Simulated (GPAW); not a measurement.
# A 8-layer slab of Sr(100) in an electric field

Wanted: the out-of-plane polarisability of a 8-layer slab of Sr(100).

Program: GPAW 26.7.0. Level of theory: GPAW, PAW setups; slab in vacuum, relaxation, in the first sound run; inputs show where later runs differ. Results are calculated unless marked as measured.

**1. Set-up**

The cell holds 8 atoms: 8 Sr. Cell: a = 4.299 Å, b = 4.299 Å, c = 35.280 Å, α = 90.0°, β = 90.0°, γ = 90.0°. Vacuum lies along c.

**2. Relaxation**

Forces are removed first; all later runs use this geometry. The lowest 4 atoms are held at bulk positions and keep their forces.

Contents of run.py:

```python
import json
import numpy as np
from ase import Atoms
from ase.constraints import FixAtoms
from ase.optimize import BFGS
from gpaw import GPAW, PW

slab = Atoms(
    ['Sr', 'Sr', 'Sr', 'Sr', 'Sr', 'Sr', 'Sr', 'Sr'],
    positions=[
        [2.14960, 2.14960, 7.00000],
        [0.00000, 0.00000, 10.04000],
        [2.14960, 2.14960, 13.08000],
        [0.00000, 0.00000, 16.12000],
        [2.14960, 2.14960, 19.16000],
        [0.00000, 0.00000, 22.20000],
        [2.14960, 2.14960, 25.24000],
        [0.00000, 0.00000, 28.28000]],
    cell=[[4.29921, 0.0, 0.0], [0.0, 4.29921, 0.0], [0.0, 0.0, 35.28]],
    pbc=[True, True, False])

slab.calc = GPAW(mode=PW(400), xc='PBE', kpts={'size': (7, 7, 1), 'gamma': True},
                 occupations={'name': 'fermi-dirac', 'width': 0.1}, nbands='160%',
                 convergence={'density': 1e-05}, maxiter=200,
                 poissonsolver={'dipolelayer': 'xy'},
                 symmetry={'tolerance': 1e-3, 'extra_ids': [1, 1, 1, 1, 0, 0, 0, 0]}, txt='slab.txt')
result = {}
slab.set_constraint(FixAtoms([0, 1, 2, 3]))
path = []
opt = BFGS(slab, maxstep=0.2)
opt.attach(lambda: path.append((slab.get_potential_energy(), slab.positions.tolist(), slab.get_forces().tolist())))
result['relaxed'] = bool(opt.run(fmax=0.03, steps=40))
result['path'] = path
energy = slab.get_potential_energy()
fermi = slab.calc.get_fermi_level()
v = slab.calc.get_electrostatic_potential().mean((0, 1)) - fermi
n = slab.calc.get_pseudo_density().mean((0, 1))
L = slab.cell[2, 2]
z = np.arange(len(v)) * L / len(v)
low, high = slab.positions[:, 2].min(), slab.positions[:, 2].max()
below, above = np.interp([low - 4.8, high + 4.8], z, v)
slopes = [np.interp(x, z, np.gradient(v, z)) for x in (low - 4.8, high + 4.8)]
eps = np.array([[slab.calc.get_eigenvalues(k, s) for k in range(len(slab.calc.get_ibz_k_points()))]
                for s in range(slab.calc.get_number_of_spins())]) - fermi
top, bottom = eps[eps < 0].max(), eps[eps > 0].min()
dipole = slab.get_dipole_moment()[2]
print(f'energy {energy:.4f} eV, Fermi level {fermi:.4f} eV, dipole {dipole:.5f} e A')
print(f'potential 4.8 A off the faces, from the Fermi level: lower {below:.4f} eV, upper {above:.4f} eV')
print(f'slope of the potential there: lower {slopes[0]:.5f}, upper {slopes[1]:.5f} eV/A')
print(f'nearest levels on the mesh: {top:.4f} and {bottom:.4f} eV')
print('magnetic moment', round(slab.get_magnetic_moment(), 3))
result.update(energy=energy, fermi=fermi, dipole=dipole, below=below, above=above, slopes=slopes, edges=[top, bottom],
              z=z.tolist(), v=v.tolist(), n=n.tolist(), positions=slab.positions.tolist(),
              forces=slab.get_forces(apply_constraint=False).tolist(), moments=slab.get_magnetic_moments().tolist())
json.dump(result, open('result.json', 'w'))
```

Launch:

```sh
OMP_NUM_THREADS=1 OPENBLAS_NUM_THREADS=1 python run.py
```

What it wrote:

```text
Step          Energy          fmax
BFGS:    0      -12.708179        0.074910
BFGS:    1      -12.708307        0.072990
BFGS:    2      -12.710610        0.022868
energy -12.5401 eV, Fermi level 1.6421 eV, dipole 0.00086 e A
potential 4.8 A off the faces, from the Fermi level: lower 2.5484 eV, upper 2.5400 eV
slope of the potential there: lower -0.00804, upper 0.00806 eV/A
nearest levels on the mesh: -0.0156 and 0.0204 eV
magnetic moment 0.0
```

Run time: 9.5 min. Hardware: 1 thread of Intel Xeon Platinum 8488C (Sapphire Rapids), shared host; peak memory 0.43 GiB.

Step by step:

| step | energy less that of the first step (eV) | largest force (eV/Å) |
| --- | --- | --- |
| 1 | 0.0000 | 0.0749 |
| 2 | -0.0001 | 0.0730 |
| 3 | -0.0026 | 0.0229 |

The atoms that moved most (Å):

| atom | dx | dy | dz | length |
| --- | --- | --- | --- | --- |
| Sr8 | 0.000 | 0.000 | -0.037 | 0.037 |
| Sr7 | 0.000 | 0.000 | 0.029 | 0.029 |

The relaxed structure:

```xyz
8
Lattice="4.2992 0.0000 0.0000 0.0000 4.2992 0.0000 0.0000 0.0000 35.2800" Properties=species:S:1:pos:R:3
Sr    2.1496    2.1496    7.0000
Sr    0.0000    0.0000   10.0400
Sr    2.1496    2.1496   13.0800
Sr    0.0000    0.0000   16.1200
Sr    2.1496    2.1496   19.1584
Sr    0.0000    0.0000   22.2013
Sr    2.1496    2.1496   25.2688
Sr    0.0000    0.0000   28.2430
```

This step gave:

| Property | Result |
| --- | --- |
| dipole along the normal | 8.56e-4 e·Å |
| levels nearest the Fermi level on the mesh | -0.01560, 0.02043 eV from the Fermi level |
| upper work function | 2.540 eV |
| lower work function | 2.548 eV |

The electrostatic potential energy of an electron (without an applied field's), less the Fermi level, planar mean oscillates, so the rows of the table below give means over windows of 3.04 Å about each position, cut where the curve ends. Its maxima inside the range that stand out by 2 % of the span (Å: eV): 8.5: 0.817, 11.6: 0.749, 14.6: 0.747, 17.6: 0.750, 20.7: 0.755, 23.7: 0.810, 26.8: 0.663. Its minima: 7.0: -10.7, 10.1: -10.4, 13.1: -10.4, 16.1: -10.4, 19.1: -10.4, 22.2: -10.4, 25.3: -10.4, 28.2: -10.8.

Table of electrostatic potential energy of an electron (without an applied field's), less the Fermi level, planar mean by z; means over each step:

z (Å), electrostatic potential energy of an electron (without an applied field's), less the Fermi level, planar mean (eV) and a bar from the least value:
```
     1.52        2.5 ##############################
     4.56        1.8 ##########################
     7.60       -3.6 
    10.64       -3.4 #
    13.68       -3.4 #
    16.72       -3.4 #
    19.76       -3.4 #
    22.80       -3.4 #
    25.84       -3.4 #
    28.88       -3.3 #
    31.92        2.4 #############################
    34.96        2.5 ##############################
```

The pseudo valence density, planar mean oscillates, so the rows of the table below give means over windows of 2.94 Å about each position, cut where the curve ends. Its maxima inside the range that stand out by 2 % of the span (Å: e/Å³): 6.9: 0.416, 10.1: 0.420, 13.0: 0.418, 16.2: 0.419, 19.1: 0.419, 22.3: 0.418, 25.2: 0.417, 28.1: 0.409. Its minima: 8.6: 0.0469, 11.6: 0.0446, 14.7: 0.0455, 17.6: 0.0449, 20.6: 0.0455, 23.7: 0.0437, 26.7: 0.0491.

Table of pseudo valence density, planar mean by z; means over each step:

z (Å), pseudo valence density, planar mean (e/Å³) and a bar:
```
     1.47      0.000 
     4.41      0.008 #
     7.35      0.180 ##############################
    10.29      0.182 ##############################
    13.23      0.182 ##############################
    16.17      0.182 ##############################
    19.11      0.182 ##############################
    22.05      0.182 ##############################
    24.99      0.182 ##############################
    27.93      0.181 ##############################
    30.87      0.008 #
    33.81      0.000
```

The relaxation lowered the energy of the cell by 0.00258 eV (energies extrapolated to zero smearing; the optimiser's log prints free energies). The largest force left on a free atom is 0.023 eV/Å.

**3. The slab's potential**

The work function is the vacuum plateau of the electrostatic potential less the Fermi level; a dipole layer lets the two faces have plateaus of their own.

This step: GPAW, PAW setups; slab in vacuum (GPAW 26.7.0).

Changes to run.py since step 2:

```diff
@@ -3,4 +3,2 @@
 from ase import Atoms
-from ase.constraints import FixAtoms
-from ase.optimize import BFGS
 from gpaw import GPAW, PW
@@ -14,6 +12,6 @@
         [0.00000, 0.00000, 16.12000],
-        [2.14960, 2.14960, 19.16000],
-        [0.00000, 0.00000, 22.20000],
-        [2.14960, 2.14960, 25.24000],
-        [0.00000, 0.00000, 28.28000]],
+        [2.14960, 2.14960, 19.15844],
+        [0.00000, -0.00000, 22.20126],
+        [2.14960, 2.14960, 25.26881],
+        [0.00000, 0.00000, 28.24300]],
     cell=[[4.29921, 0.0, 0.0], [0.0, 4.29921, 0.0], [0.0, 0.0, 35.28]],
@@ -25,10 +23,4 @@
                  poissonsolver={'dipolelayer': 'xy'},
-                 symmetry={'tolerance': 1e-3, 'extra_ids': [1, 1, 1, 1, 0, 0, 0, 0]}, txt='slab.txt')
+                 symmetry={'tolerance': 1e-3}, txt='slab.txt')
 result = {}
-slab.set_constraint(FixAtoms([0, 1, 2, 3]))
-path = []
-opt = BFGS(slab, maxstep=0.2)
-opt.attach(lambda: path.append((slab.get_potential_energy(), slab.positions.tolist(), slab.get_forces().tolist())))
-result['relaxed'] = bool(opt.run(fmax=0.03, steps=40))
-result['path'] = path
 energy = slab.get_potential_energy()
```

What it wrote:

```text
energy -12.5401 eV, Fermi level 1.6421 eV, dipole 0.00091 e A
potential 4.8 A off the faces, from the Fermi level: lower 2.5486 eV, upper 2.5398 eV
slope of the potential there: lower -0.00804, upper 0.00807 eV/A
nearest levels on the mesh: -0.0156 and 0.0204 eV
magnetic moment 0.0
```

Elapsed: 4.7 min, on 1 thread; peak memory 0.42 GiB.

Numbers from this step:

| Item | Value |
| --- | --- |
| dipole along the normal | 9.11e-4 e·Å |
| levels nearest the Fermi level on the mesh | -0.01559, 0.02042 eV from the Fermi level |
| lower work function | 2.549 eV |

The electrostatic potential energy of an electron (without an applied field's), less the Fermi level, planar mean oscillates, so the rows of the table below give means over windows of 3.04 Å about each position, cut where the curve ends. Its maxima inside the range that stand out by 2 % of the span (Å: eV): 8.5: 0.817, 11.6: 0.750, 14.6: 0.747, 17.6: 0.750, 20.7: 0.755, 23.7: 0.810, 26.8: 0.663. Its minima: 7.0: -10.7, 10.1: -10.4, 13.1: -10.4, 16.1: -10.4, 19.1: -10.4, 22.2: -10.4, 25.3: -10.4, 28.2: -10.8.

The electrostatic potential energy of an electron (without an applied field's), less the Fermi level, planar mean by z; means over each step:

| z (Å) | electrostatic potential energy of an electron (without an applied field's), less the Fermi level, planar mean (eV) |
| --- | --- |
| 1.52 | 2.55 |
| 4.56 | 1.78 |
| 7.60 | -3.58 |
| 10.64 | -3.40 |
| 13.68 | -3.42 |
| 16.72 | -3.42 |
| 19.76 | -3.42 |
| 22.80 | -3.40 |
| 25.84 | -3.44 |
| 28.88 | -3.30 |
| 31.92 | 2.45 |
| 34.96 | 2.54 |

The pseudo valence density, planar mean oscillates, so the rows of the table below give means over windows of 2.94 Å about each position, cut where the curve ends. Its maxima inside the range that stand out by 2 % of the span (Å: e/Å³): 6.9: 0.416, 10.1: 0.420, 13.0: 0.418, 16.2: 0.419, 19.1: 0.419, 22.3: 0.418, 25.2: 0.417, 28.1: 0.409. Its minima: 8.6: 0.0469, 11.6: 0.0446, 14.7: 0.0455, 17.6: 0.0449, 20.6: 0.0455, 23.7: 0.0437, 26.7: 0.0491.

Pseudo valence density, planar mean against z; means over each step:

| z (Å) | pseudo valence density, planar mean (e/Å³) |
| --- | --- |
| 1.47 | 6.1e-5 |
| 4.41 | 0.00834 |
| 7.35 | 0.180 |
| 10.29 | 0.182 |
| 13.23 | 0.182 |
| 16.17 | 0.182 |
| 19.11 | 0.182 |
| 22.05 | 0.182 |
| 24.99 | 0.182 |
| 27.93 | 0.181 |
| 30.87 | 0.00776 |
| 33.81 | 6.1e-5 |

Force by atom:

| atom | x (eV/Å) | y (eV/Å) | z (eV/Å) | size |
| --- | --- | --- | --- | --- |
| Sr1 | 0.0000 | 0.0000 | 0.0749 | 0.0749 |
| Sr2 | 0.0000 | 0.0000 | -0.0593 | 0.0593 |
| Sr3 | 0.0000 | 0.0000 | -0.0021 | 0.0021 |
| Sr4 | 0.0000 | 0.0000 | 0.0022 | 0.0022 |
| Sr5 | 0.0000 | 0.0000 | -0.0015 | 0.0015 |
| Sr6 | 0.0000 | 0.0000 | 0.0227 | 0.0227 |
| Sr7 | 0.0000 | 0.0000 | -0.0162 | 0.0162 |
| Sr8 | 0.0000 | 0.0000 | -0.0207 | 0.0207 |

The potential is flat to 0.008 eV/Å where it is read, so the vacuum is wide enough.

**4. Field on**

A uniform field along the normal polarises the slab; the atoms stay fixed, so this is the electronic response alone.

Changes to run.py since step 3:

```diff
@@ -4,2 +4,3 @@
 from gpaw import GPAW, PW
+from gpaw.external import ConstantElectricField
 
@@ -23,2 +24,3 @@
                  poissonsolver={'dipolelayer': 'xy'},
+                 external=ConstantElectricField(-0.2, [0, 0, 1]),
                  symmetry={'tolerance': 1e-3}, txt='slab.txt')
```

What it wrote:

```text
energy -12.5939 eV, Fermi level 1.6377 eV, dipole -0.54194 e A
potential 4.8 A off the faces, from the Fermi level: lower -0.0905 eV, upper 5.2120 eV
slope of the potential there: lower -0.00516, upper 0.01353 eV/A
nearest levels on the mesh: -0.0154 and 0.0204 eV
magnetic moment 0.0
```

It took 8.8 min on 1 thread; peak memory 0.66 GiB.

This step gave:

```
dipole along the normal                                         : -0.5419 e·Å
levels nearest the Fermi level on the mesh                      : -0.01536, 0.02044 eV from the Fermi level
potential below the slab, the applied field's own ramp left out : -0.09050 eV from the Fermi level
potential above the slab, the applied field's own ramp left out : 5.212 eV from the Fermi level
```

The electrostatic potential energy of an electron (without an applied field's), less the Fermi level, planar mean oscillates, so the rows of the table below give means over windows of 3.04 Å about each position, cut where the curve ends. Its maxima inside the range that stand out by 2 % of the span (Å: eV): 8.6: -1.01, 11.6: -0.466, 14.6: 0.139, 17.6: 0.749, 20.7: 1.36, 23.7: 2.03, 26.8: 2.49, 34.5: 5.22. Its minima: 7.0: -12.8, 10.1: -11.9, 13.1: -11.3, 16.1: -10.7, 19.1: -10.1, 22.2: -9.52, 25.3: -8.83, 28.2: -8.64.

Electrostatic potential energy of an electron (without an applied field's), less the Fermi level, planar mean against z; means over each step:

| z (Å) | electrostatic potential energy of an electron (without an applied field's), less the Fermi level, planar mean (eV) |
| --- | --- |
| 1.52 | 0.0738 |
| 4.56 | -0.767 |
| 7.60 | -5.59 |
| 10.64 | -4.80 |
| 13.68 | -4.21 |
| 16.72 | -3.60 |
| 19.76 | -2.99 |
| 22.80 | -2.37 |
| 25.84 | -1.80 |
| 28.88 | -1.04 |
| 31.92 | 5.09 |
| 34.96 | 5.07 |

Force by atom:

| atom | x (eV/Å) | y (eV/Å) | z (eV/Å) | size |
| --- | --- | --- | --- | --- |
| Sr1 | 0.0000 | 0.0000 | 0.0754 | 0.0754 |
| Sr2 | 0.0000 | 0.0000 | -0.0616 | 0.0616 |
| Sr3 | 0.0000 | 0.0000 | -0.0022 | 0.0022 |
| Sr4 | 0.0000 | 0.0000 | 0.0023 | 0.0023 |
| Sr5 | 0.0000 | 0.0000 | -0.0011 | 0.0011 |
| Sr6 | 0.0000 | 0.0000 | 0.0234 | 0.0234 |
| Sr7 | 0.0000 | 0.0000 | -0.0181 | 0.0181 |
| Sr8 | 0.0000 | 0.0000 | -0.0157 | 0.0157 |

The dipole is now -0.542 e Å, against 9.1e-4 in the run without a field.

**5. Field on**

Changes to run.py since step 4:

```diff
@@ -24,3 +24,3 @@
                  poissonsolver={'dipolelayer': 'xy'},
-                 external=ConstantElectricField(-0.2, [0, 0, 1]),
+                 external=ConstantElectricField(-0.1, [0, 0, 1]),
                  symmetry={'tolerance': 1e-3}, txt='slab.txt')
```

What it wrote:

```text
energy -12.5535 eV, Fermi level 1.6413 eV, dipole -0.27031 e A
potential 4.8 A off the faces, from the Fermi level: lower 1.2246 eV, upper 3.8695 eV
slope of the potential there: lower -0.00638, upper 0.01036 eV/A
nearest levels on the mesh: -0.0155 and 0.0204 eV
magnetic moment 0.0
```

Wall time 8.5 min (1 thread); peak memory 0.65 GiB.

This step gave:

```yaml
dipole_along_the_normal: -0.2703 e·Å
levels_nearest_the_fermi_level_on_the_mesh: -0.01555, 0.02044 eV from the Fermi level
potential_below_the_slab_the_applied_field_s_own_ramp_left_out: 1.225 eV from the Fermi level
potential_above_the_slab_the_applied_field_s_own_ramp_left_out: 3.870 eV from the Fermi level
```

The electrostatic potential energy of an electron (without an applied field's), less the Fermi level, planar mean oscillates, so the rows of the table below give means over windows of 3.04 Å about each position, cut where the curve ends. Its maxima inside the range that stand out by 2 % of the span (Å: eV): 8.5: -0.0951, 11.6: 0.142, 14.6: 0.443, 17.6: 0.750, 20.7: 1.06, 23.7: 1.42, 26.8: 1.58, 34.8: 3.87. Its minima: 7.0: -11.8, 10.1: -11.1, 13.1: -10.9, 16.1: -10.5, 19.1: -10.3, 22.2: -9.97, 25.3: -9.60, 28.2: -9.70.

The electrostatic potential energy of an electron (without an applied field's), less the Fermi level, planar mean by z; means over each step:

z (Å), electrostatic potential energy of an electron (without an applied field's), less the Fermi level, planar mean (eV) and a bar from the least value:
```
     1.52        1.3 #####################
     4.56        0.5 ##################
     7.60       -4.6 
    10.64       -4.1 ##
    13.68       -3.8 ###
    16.72       -3.5 ####
    19.76       -3.2 #####
    22.80       -2.9 ######
    25.84       -2.6 #######
    28.88       -2.2 #########
    31.92        3.8 ##############################
    34.96        3.8 ##############################
```

Force by atom:

| atom | x (eV/Å) | y (eV/Å) | z (eV/Å) | size |
| --- | --- | --- | --- | --- |
| Sr1 | 0.0000 | 0.0000 | 0.0756 | 0.0756 |
| Sr2 | 0.0000 | 0.0000 | -0.0604 | 0.0604 |
| Sr3 | 0.0000 | 0.0000 | -0.0019 | 0.0019 |
| Sr4 | 0.0000 | 0.0000 | 0.0023 | 0.0023 |
| Sr5 | 0.0000 | 0.0000 | -0.0015 | 0.0015 |
| Sr6 | 0.0000 | 0.0000 | 0.0223 | 0.0223 |
| Sr7 | 0.0000 | 0.0000 | -0.0177 | 0.0177 |
| Sr8 | 0.0000 | 0.0000 | -0.0188 | 0.0188 |

The dipole is now -0.270 e Å, against 9.1e-4 in the run without a field.

**6. Field on**

Changes to run.py since step 5:

```diff
@@ -24,3 +24,3 @@
                  poissonsolver={'dipolelayer': 'xy'},
-                 external=ConstantElectricField(-0.1, [0, 0, 1]),
+                 external=ConstantElectricField(-0.05, [0, 0, 1]),
                  symmetry={'tolerance': 1e-3}, txt='slab.txt')
```

What it wrote:

```text
energy -12.5434 eV, Fermi level 1.6421 eV, dipole -0.13451 e A
potential 4.8 A off the faces, from the Fermi level: lower 1.8860 eV, upper 3.2022 eV
slope of the potential there: lower -0.00714, upper 0.00912 eV/A
nearest levels on the mesh: -0.0156 and 0.0205 eV
magnetic moment 0.0
```

Run time: 8.3 min. Hardware: 1 thread; peak memory 0.65 GiB.

[end of part 1 of 2]

[Logs are printed without paths, hosts, clocks, repeated set-up lines and the standing remarks that a program may print on its own settings, such as how far it seeks lower states.]

[Hosts, paths, dates, database ids (printed as entryN), source tags and the programs' standing remarks are cut or masked in the printed files.]
